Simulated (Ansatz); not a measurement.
# Decaying states in the gap of K2AlAgCl3F3, part 2 of 3

Wanted: the relaxed cell of K2AlAgCl3F3, its band edges and its decay constants. It is built by putting F for part of the Cl in the K2AlAgCl6 structure of space group Fm-3m, with the volume rescaled by atomic radii. The parent structure comes from the Materials Project.

Ansatz 0.2.0; PBE DFT, plane waves, PAW files (the session's first sound run).

So far. Step 2 (Relaxing the new crystal): The largest force component on a free atom ends at 0.0042 eV/Å.

The structure was built from a prototype and need not be the compound's stable phase.

## Step 3: The bulk crystal and its band edges

The energy window and the wavevectors of the next steps follow from the band edges, so these are searched first, off the mesh as well.

The input, input.yaml:

```yaml
crystal:
  lattice:
    - [0.0, 4.8473656992, 4.8473656992]
    - [4.8473656992, 0.0, 4.8473656992]
    - [4.6629572412, 4.6629572412, 0.1844084581]
  atoms:
    - { symbol: K, position: [0.7516036493, 0.7516036493, 0.745189052] }
    - { symbol: K, position: [0.2334167276, 0.2334167276, 0.2997498172] }
    - { symbol: Al, position: [0.0200945862, 0.0200945862, -0.0602837585] }
    - { symbol: Ag, position: [0.4856268345, 0.4856268345, 0.5431194964] }
    - { symbol: Cl, position: [0.7648118166, 0.2427835868, 0.2275927799] }
    - { symbol: F, position: [0.2067881769, 0.2067881769, 0.7631490177] }
    - { symbol: F, position: [0.2067881769, 0.8232746285, 0.7631490177] }
    - { symbol: Cl, position: [0.2427835868, 0.7648118166, 0.2275927799] }
    - { symbol: F, position: [0.8232746285, 0.2067881769, 0.7631490177] }
    - { symbol: Cl, position: [0.7648118166, 0.7648118166, 0.2275927799] }
kpoints:
  mp_grid: { grid: [4, 4, 4] }
  band_path: { path: [VBM, CBM], npoints: 30 }
scf:
  occupations: { method: fixed }
hamiltonian:
  xc: pbe
output:
  eigenvalues: true
  write_potential: true
  write_density: true
  volumetric_format: npy
  elf: true
```

Command:

```sh
$ ansatz run input.yaml --threads 2 --pin off --max-ram 4096MiB --backend cpu --events-out ev --progress --plain --runs-dir out
```

Numbers of over 12 decimals in the logs are rounded to 6 here.

The log of the run:

```text
[...]
Crystal: 10 atoms, lattice volume = 214.798 Å³
Basis set: ecut = 420 eV, 4193 PW (Γ)
Bands: 51, of which v1, the nominal top of the filled ones, is band 41 counted from 1 (40 counted from 0)
Symmetry: 6 space group operations
[...]
k-points: 13 of 64 (time reversal used)
[...]
SCF iter   1: F=—  HF=-16880.044192 eV  |F-HF|=—  |Δ(HF+E_count)|=         —  Δρ=1.20e-3  dr2=4.31e-3  ethr=1.77e-3  ⟨swp⟩=5.3  Hψ=2261  notcnv=0  defer=102
[...]
SCF iter   7: F=-16880.044315 eV  HF=-16880.044316 eV  |F-HF|=1.98e-8  |Δ(HF+E_count)|=   3.04e-7  Δρ=5.41e-6  dr2=6.09e-8  ethr=1.22e-10  ⟨swp⟩=15.9  Hψ=3255  notcnv=0
SCF 1 converged in 7 iterations: F = -16880.044315 eV  dr2 = 6.09e-8
[...]
NSCF: frozen V_eff on 32 k-points
[...]
SCF converged after 7 iterations
Free energy (F): -16880.044315 eV
[...]
Internal energy: -16880.044315 eV  (E = F + TS)
E sigma→0 (E₀):  -16880.044315 eV
Fermi energy:    2.980983 eV
[...]
--- Band table (eV; the first three rows and the last of 13) ---
  k-point 0: bands = [... 37 lower, 2.3422, 2.5315, 2.9810, 2.9810, 5.6624, 8.2764, 9.5172, 9.5172, ... 6 higher]
  k-point 1: bands = [... 37 lower, 2.2486, 2.5066, 2.9502, 2.9502, 6.1946, 8.3268, 9.8274, 9.9871, ... 6 higher]
  k-point 2: bands = [... 37 lower, 2.1684, 2.4813, 2.9228, 2.9228, 6.7193, 8.5206, 9.5313, 10.3855, ... 6 higher]
  k-point 12: bands = [... 37 lower, 2.2452, 2.2493, 2.3613, 2.8075, 7.0415, 9.3355, 9.9315, 10.1287, ... 6 higher]
```

The job ended after 29 s (2 threads of Arm Neoverse V2, shared host; peak memory 0.58 GiB).

In the SCF lines HF is the Harris–Foulkes energy and dr2 the Hartree energy of the density residual, in eV; the loop may stop once dr2 is under the threshold and the program's other checks hold. Hψ counts applications of the Hamiltonian.

This step gave:

```
free energy         : -16880.0443 eV
Fermi energy        : 2.981 eV
gap on the k-mesh   : 2.681 eV
gap on path         : 2.681 eV, by band count; negative where bands overlap
direct gap on path  : 2.681 eV
edge places on path : 0, 0 1/A along the path
```

Levels at VBM (eV): -5.83, -4.23, -4.23, -4.14, -3.39, -3.39, -3.20, -3.18, -3.18, -2.28, -2.10, -2.10, -1.80, -1.80, -1.72, -1.20, -1.13, -1.13, -0.64, -0.64, -0.45, 0.00, 0.00, 2.68, 5.30, 6.54, 6.54, 6.80, 7.34, 7.44, 7.44.

ELF in the ac plane of the conventional cell at fractional y = 0.319, with atoms of K and Al and Ag and Cl within 0.2 Å of it. It is the smooth field of the valence electrons, not physical close to the nuclei.

Ten even steps from '0' (0.00) to '9' (0.87), each cell a mean:
```
0012100000000000000
3100023310011100124
2100022200245531012
0000000001478852100
2100023321245531123
7300158874111112578
7300158885200014788
2000013552000001454
0355410000367751000
4799862004998997100
2577641003899996100
0011100000246531000
3100025675200013676
8400269998620147999
8510279998631257999
4200134555420135555
0000000122200012211
1000002566420035663
0000001455310014553
0122100010012100100
5889874001699984002
9987998304998997106
9987998301799984016
5789863100023310002
```
Columns run along a (6.9 Å), rows up along c (15.8 Å), edges of the conventional cell, whose origin can differ from the input's. Atoms in or near the plane, at fractional coordinates: K at (0.67, 0.58), K at (0.67, 0.10), Al at (0.67, 0.31), Ag at (0.67, 0.85), Cl at (0.16, 0.08).

Electrostatic potential energy in the ac plane of the conventional cell at fractional y = 0.319, with atoms of K and Al and Ag and Cl within 0.2 Å of it. With pseudopotentials it is smooth inside the atoms' cores, unlike the true potential.

Ten even steps from '0' (-34 eV) to '9' (9 eV), each cell a mean:
```
9999999999999999999
9999999999998899999
9999999999743358999
9999999998410026999
9999999999742358999
9999999999998899999
9999999999999999999
9999999999999999999
9999999999876678999
9964799998510027999
9987999998610037999
9999999999887789999
9999999999999999999
9999999878999999878
9999999778888888778
9999999998655557899
9999999998557657999
9999999999765578999
9999999999998999999
9999999999988899999
9987899998742358999
8400169998400027999
8300169998742368999
9877899999988899999
```
Columns run along a (6.9 Å; values clipped at the 3rd and 97th percentile), rows up along c (15.8 Å), edges of the conventional cell, whose origin can differ from the input's. Atoms in or near the plane, at fractional coordinates: K at (0.67, 0.58), K at (0.67, 0.10), Al at (0.67, 0.31), Ag at (0.67, 0.85), Cl at (0.16, 0.08).

Valence density in the ac plane of the conventional cell at fractional y = 0.319, with atoms of K and Al and Ag and Cl within 0.2 Å of it. It is the smooth field of the valence electrons, not physical close to the nuclei.

Values in units of 1e0 e/Å³, 13 rows by 16 columns, each cell a mean:
```
0.1 0.1 0.1 0.1 0.1 0.1 0.1 0.0 0.0 0.0 0.1 0.1 0.0 0.0 0.0 0.1
0.1 0.0 0.0 0.0 0.0 0.1 0.1 0.1 0.5 3.6 8.6 6.4 1.5 0.2 0.1 0.1
0.1 0.0 0.0 0.0 0.0 0.1 0.1 0.1 0.4 2.3 5.5 4.0 1.0 0.2 0.1 0.1
0.1 0.1 0.0 0.0 0.1 0.2 0.3 0.2 0.1 0.1 0.1 0.1 0.1 0.2 0.3 0.3
0.1 0.2 0.3 0.2 0.1 0.0 0.0 0.0 0.1 0.4 0.8 0.6 0.2 0.1 0.0 0.0
0.1 0.5 1.5 1.1 0.3 0.1 0.0 0.1 0.5 2.1 3.5 3.0 1.1 0.1 0.0 0.0
0.1 0.0 0.1 0.1 0.0 0.1 0.1 0.1 0.1 0.1 0.2 0.2 0.1 0.1 0.1 0.1
0.2 0.1 0.0 0.0 0.1 0.4 0.7 0.6 0.3 0.1 0.1 0.1 0.2 0.5 0.7 0.5
0.1 0.0 0.0 0.0 0.0 0.1 0.2 0.2 0.2 0.1 0.1 0.1 0.2 0.2 0.2 0.2
0.0 0.0 0.0 0.0 0.0 0.1 0.2 0.4 0.4 0.2 0.1 0.1 0.3 0.4 0.3 0.1
0.0 0.1 0.1 0.1 0.0 0.0 0.1 0.1 0.1 0.1 0.2 0.2 0.1 0.1 0.1 0.0
0.4 1.1 1.0 1.1 0.7 0.2 0.1 0.1 0.5 2.1 3.5 3.0 1.1 0.2 0.0 0.1
0.3 0.9 1.0 1.0 0.6 0.2 0.0 0.0 0.1 0.4 0.8 0.6 0.2 0.0 0.0 0.1
```
Columns run along a (6.9 Å), rows up along c (15.8 Å), edges of the conventional cell, whose origin can differ from the input's. Atoms in or near the plane, at fractional coordinates: K at (0.67, 0.58), K at (0.67, 0.10), Al at (0.67, 0.31), Ag at (0.67, 0.85), Cl at (0.16, 0.08).

The searched edges give 2.68 eV, as on the mesh.

## Step 4: Decaying states in the gap, plane (001), k-mesh 6×6×6

This step: PBE DFT, plane waves, PAW files; complex bands by layer matching along the plane's normal (Ansatz 0.2.0).

The same crystal is laid in a cell whose first two vectors span the (001) plane (indices of the standard conventional cell, whose axes can be ordered otherwise than in the bulk input). At fixed energy and wavevector in the plane the solver finds all kz, real and complex. A few wavevectors are listed, (0, 0) and (0.5, 0) in units of the plane's reciprocal vectors; the slowest state needn't be among them.

The input, input.yaml:

```yaml
crystal:
  lattice:
    - [6.855210314, 0.0, 0.0]
    - [3.427605157, 5.93678628, 0.0]
    - [0.0, 3.95785752, 5.277850964]
  atoms:
    - { symbol: K, position: [0.2483963507, 0.5032072987, 0.745189052] }
    - { symbol: K, position: [0.7665832724, 0.4668334552, 0.2997498172] }
    - { symbol: Al, position: [0.9799054138, 0.0401891723, 0.9397162415] }
    - { symbol: Ag, position: [0.5143731655, 0.9712536691, 0.5431194964] }
    - { symbol: Cl, position: [0.7572164132, 0.0075954035, 0.2275927799] }
    - { symbol: F, position: [0.7932118231, 0.4135763538, 0.7631490177] }
    - { symbol: F, position: [0.1767253715, 0.0300628054, 0.7631490177] }
    - { symbol: Cl, position: [0.2351881834, 0.0075954035, 0.2275927799] }
    - { symbol: F, position: [0.7932118231, 0.0300628054, 0.7631490177] }
    - { symbol: Cl, position: [0.2351881834, 0.5296236333, 0.2275927799] }
kpoints:
  mp_grid: { grid: [6, 6, 6] }
scf:
  occupations: { method: fixed }
hamiltonian:
  xc: pbe
output:
  eigenvalues: true
  transmission:
    leads: [[0, 0]]
    kpoints: [[0.0, 0.0], [0.5, 0.0]]
    e_range: [-1.0, 3.68]
    de: 0.12
```

The log of the run:

```text
[...]
Crystal: 10 atoms, lattice volume = 214.798 Å³
Basis set: ecut = 420 eV, 4193 PW (Γ)
Bands: 51, of which v1, the nominal top of the filled ones, is band 41 counted from 1 (40 counted from 0)
Symmetry: 6 space group operations
[...]
k-points: 32 of 216 (time reversal used)
[...]
SCF iter   1: F=—  HF=-16880.044192 eV  |F-HF|=—  |Δ(HF+E_count)|=         —  Δρ=1.21e-3  dr2=4.33e-3  ethr=1.77e-3  ⟨swp⟩=5.1  Hψ=5541  notcnv=0  defer=250
[...]
SCF iter   7: F=-16880.044340 eV  HF=-16880.044340 eV  |F-HF|=1.24e-8  |Δ(HF+E_count)|=   2.96e-7  Δρ=4.75e-6  dr2=4.73e-8  ethr=1.22e-10  ⟨swp⟩=15.9  Hψ=7896  notcnv=0
SCF 1 converged in 7 iterations: F = -16880.044340 eV  dr2 = 4.73e-8
[...]
transmission: 7 of 14 steps passed
transmission: 14 of 14 steps passed
SCF converged after 7 iterations
Free energy (F): -16880.044340 eV
[...]
Internal energy: -16880.044340 eV  (E = F + TS)
E sigma→0 (E₀):  -16880.044340 eV
Fermi energy:    2.980942 eV
[...]
--- Band table (eV; the first three rows and the last of 32) ---
  k-point 0: bands = [... 37 lower, 2.3422, 2.5314, 2.9809, 2.9809, 5.6624, 8.2764, 9.5172, 9.5172, ... 6 higher]
  k-point 1: bands = [... 37 lower, 2.2938, 2.5190, 2.9651, 2.9651, 5.9300, 8.2949, 9.7463, 9.7463, ... 6 higher]
  k-point 2: bands = [... 37 lower, 2.2067, 2.4940, 2.9361, 2.9361, 6.4583, 8.3882, 9.7260, 10.2172, ... 6 higher]
  k-point 31: bands = [... 37 lower, 2.2219, 2.2744, 2.3594, 2.7574, 6.9820, 9.0904, 9.9672, 10.1663, ... 6 higher]
--- Transmission ---
  basis      : 361 plane waves across, 7 finite elements along
  points     : 2, as listed
  energies   : 40 from -1.000000 to 3.680000 eV about the Fermi level, 0.120000 eV apart; the leads are filled to 1.340707 eV, and channels, transmission and decay are at 1.400000 eV
  crystal 0  : Cl3K2Ag1F3Al1, at the sites [0, 0], period 5.2779 Å: whole cells are its period
    offset         : up to 0.0000 Å between an atom of the period and one for which it stands
    channels       : 0.000000e0 a spin
    conductance    : none, the energies end too early or step too widely for 300 K: set another output.transmission.e_range or a lower de, or, where they end at an eighth of basis.ecutwfc, a higher one
    slowest decay  : 0.3380 /Å at (0.0000, 0.0000)
```

Elapsed: 79 s, on 2 threads; peak memory 1.4 GiB; 2.6 min of CPU time.

This step gave:

| Quantity | Value |
| --- | --- |
| level to which the leads are filled | 1.341 eV from the Fermi level |
| decay constant at the filling level, zone centre | 0.338 Å⁻¹ |
| decay constant at the filling level, slowest listed point | 0.338 Å⁻¹ |

K parallel (0, 0); values up to 1.5 1/Å, a degenerate pair printed once or twice; energies at which all values exceed this have no row. Table of Im kz of the slowest decaying states by energy, zero at the highest filled level on the SCF mesh:

```
energy (eV)  decay 1 (Å⁻¹)  decay 2 (Å⁻¹)  decay 3 (Å⁻¹)  decay 4 (Å⁻¹)
      -1.00          0.292          0.458          0.541          0.566
      -0.64          0.342          0.477          0.602          0.649
      -0.28          0.366          0.406          0.529          0.595
      -0.04          0.375          0.511          0.632          0.693
       0.32          0.380          0.465          0.638          0.655
       0.68          0.375          0.523          0.639          0.691
       1.04          0.361          0.554          0.637          0.706
       1.40          0.338          0.573          0.632          0.716
       1.64          0.316          0.580          0.628          0.721
       2.00          0.270          0.586          0.618          0.725
       2.36          0.196          0.587          0.607          0.726
       2.72          0.582          0.592          0.725          0.898
       2.96          0.576          0.582          0.723          0.876
       3.32          0.563          0.563          0.718          0.842
       3.68          0.541          0.546          0.711          0.803
```

K parallel (0.5, 0); values up to 1.5 1/Å, a degenerate pair printed once or twice; energies at which all values exceed this have no row. Im kz of the slowest decaying states against energy, zero at the highest filled level on the SCF mesh:

```
energy (eV)  decay 1 (Å⁻¹)  decay 2 (Å⁻¹)  decay 3 (Å⁻¹)  decay 4 (Å⁻¹)
      -1.00          0.192          0.352          0.419          0.550
      -0.76          0.185          0.215          0.453          0.516
      -0.64          0.113          0.421          0.491          0.553
      -0.40          0.194          0.496          0.531          0.604
      -0.28          0.272          0.554          0.601          0.604
      -0.04          0.244          0.365          0.628          0.654
       0.08          0.397          0.443          0.649          0.659
       0.32          0.449          0.558          0.612          0.671
       0.44          0.471          0.591          0.604          0.681
       0.68          0.513          0.584          0.640          0.699
       0.92          0.556          0.677          0.714          0.714
       1.04          0.559          0.693          0.715          0.720
       1.28          0.561          0.714          0.721          0.731
       1.40          0.562          0.713          0.733          0.736
       1.64          0.560          0.710          0.743          0.757
       1.76          0.557          0.708          0.746          0.765
       2.00          0.551          0.704          0.751          0.766
       2.24          0.540          0.698          0.754          0.765
       2.36          0.534          0.695          0.755          0.764
       2.60          0.518          0.687          0.756          0.761
       2.72          0.508          0.683          0.756          0.759
       2.96          0.484          0.673          0.754          0.755
       3.08          0.469          0.668          0.751          0.754
       3.32          0.431          0.657          0.744          0.751
       3.44          0.406          0.651          0.741          0.749
       3.68          0.325          0.638          0.732          0.745
```

At the listed wavevectors the last open channel is at -0.04 eV and the next at +2.72 eV on the grid. At +1.40 eV, the grid energy nearest the filling level (the middle of the gap on the SCF mesh), the slowest state at the listed wavevectors decays with κ = 0.338 Å⁻¹, its amplitude falling by e over 3.0 Å. Through 1 nm of this crystal that state's transmission falls by exp(−2 × 0.338 Å⁻¹ × 10 Å) = 0.0012.

## Step 5: Decay over the two-dimensional zone

The listed points could miss the slowest state, so one energy near mid-gap is solved on a mesh of 8×8.

Changes to input.yaml since step 4:

```diff
@@ -24,6 +24,2 @@
   eigenvalues: true
-  transmission:
-    leads: [[0, 0]]
-    kpoints: [[0.0, 0.0], [0.5, 0.0]]
-    e_range: [-1.0, 3.68]
-    de: 0.12
+  transmission: { leads: [[0, 0]], kmesh: [8, 8], e_range: [1.34, 1.35], de: 0.05 }
```

The log of the run:

```text
[...]
Crystal: 10 atoms, lattice volume = 214.798 Å³
Basis set: ecut = 420 eV, 4193 PW (Γ)
Bands: 51, of which v1, the nominal top of the filled ones, is band 41 counted from 1 (40 counted from 0)
Symmetry: 6 space group operations
[...]
k-points: 32 of 216 (time reversal used)
[...]
SCF iter   1: F=—  HF=-16880.044192 eV  |F-HF|=—  |Δ(HF+E_count)|=         —  Δρ=1.21e-3  dr2=4.33e-3  ethr=1.77e-3  ⟨swp⟩=5.1  Hψ=5541  notcnv=0  defer=250
[...]
SCF iter   7: F=-16880.044340 eV  HF=-16880.044340 eV  |F-HF|=1.24e-8  |Δ(HF+E_count)|=   2.96e-7  Δρ=4.75e-6  dr2=4.73e-8  ethr=1.22e-10  ⟨swp⟩=15.9  Hψ=7896  notcnv=0
SCF 1 converged in 7 iterations: F = -16880.044340 eV  dr2 = 4.73e-8
[...]
transmission: 28 of 70 steps passed
transmission: 56 of 70 steps passed
transmission: 70 of 70 steps passed
SCF converged after 7 iterations
Free energy (F): -16880.044340 eV
[...]
Internal energy: -16880.044340 eV  (E = F + TS)
E sigma→0 (E₀):  -16880.044340 eV
Fermi energy:    2.980942 eV
[...]
--- Band table (eV; the first three rows and the last of 32) ---
  k-point 0: bands = [... 37 lower, 2.3422, 2.5314, 2.9809, 2.9809, 5.6624, 8.2764, 9.5172, 9.5172, ... 6 higher]
  k-point 1: bands = [... 37 lower, 2.2938, 2.5190, 2.9651, 2.9651, 5.9300, 8.2949, 9.7463, 9.7463, ... 6 higher]
  k-point 2: bands = [... 37 lower, 2.2067, 2.4940, 2.9361, 2.9361, 6.4583, 8.3882, 9.7260, 10.2172, ... 6 higher]
  k-point 31: bands = [... 37 lower, 2.2219, 2.2744, 2.3594, 2.7574, 6.9820, 9.0904, 9.9672, 10.1663, ... 6 higher]
--- Transmission ---
  basis      : 361 plane waves across, 7 finite elements along
  points     : 10, standing for a mesh of 8 x 8
  energies   : 1 from 1.340000 to 1.340000 eV about the Fermi level; the leads are filled to 1.340707 eV, and channels, transmission and decay are at 1.340000 eV
[...]
channels       : 0.000000e0 a spin
    conductance    : none, crystal 0 has no channel at the energies, or these end too early or step too widely for 300 K: set another output.transmission.e_range or a lower de, or, where they end at an eighth of basis.ecutwfc, a higher one
    slowest decay  : 0.3426 /Å at (0.0000, 0.0000)
```

Elapsed: 65 s, on 2 threads; peak memory 1.4 GiB.

This step gave:

```
least decay constant on the mesh : 0.3426 Å⁻¹
```

Slowest decay constant (1/Å; 0 where a channel is open) over k1 and k2. At 1.3400 eV from the Fermi level.

Ten even steps from '0' (0.343) to '9' (0.614):
```
79975445
79742224
77420024
85200025
74200247
74222479
75445799
87778777
```
Columns: k1 (b1) from -0.5 to 0.375; rows upwards: k2 (b2) from -0.5 to 0.375.

The least value on the mesh is 0.343 Å⁻¹ at +1.34 eV. At that energy the listed points give about 0.342 Å⁻¹ by interpolation, so the mesh holds no clearly slower state.

[end of part 2 of 3]

[Logs are printed without paths, hosts, clocks, repeated set-up lines and the standing remarks that a program may print on its own settings, such as how far it seeks lower states.]

[Hosts, paths, dates, database ids (printed as entryN), source tags and the programs' standing remarks are cut or masked in the printed files.]
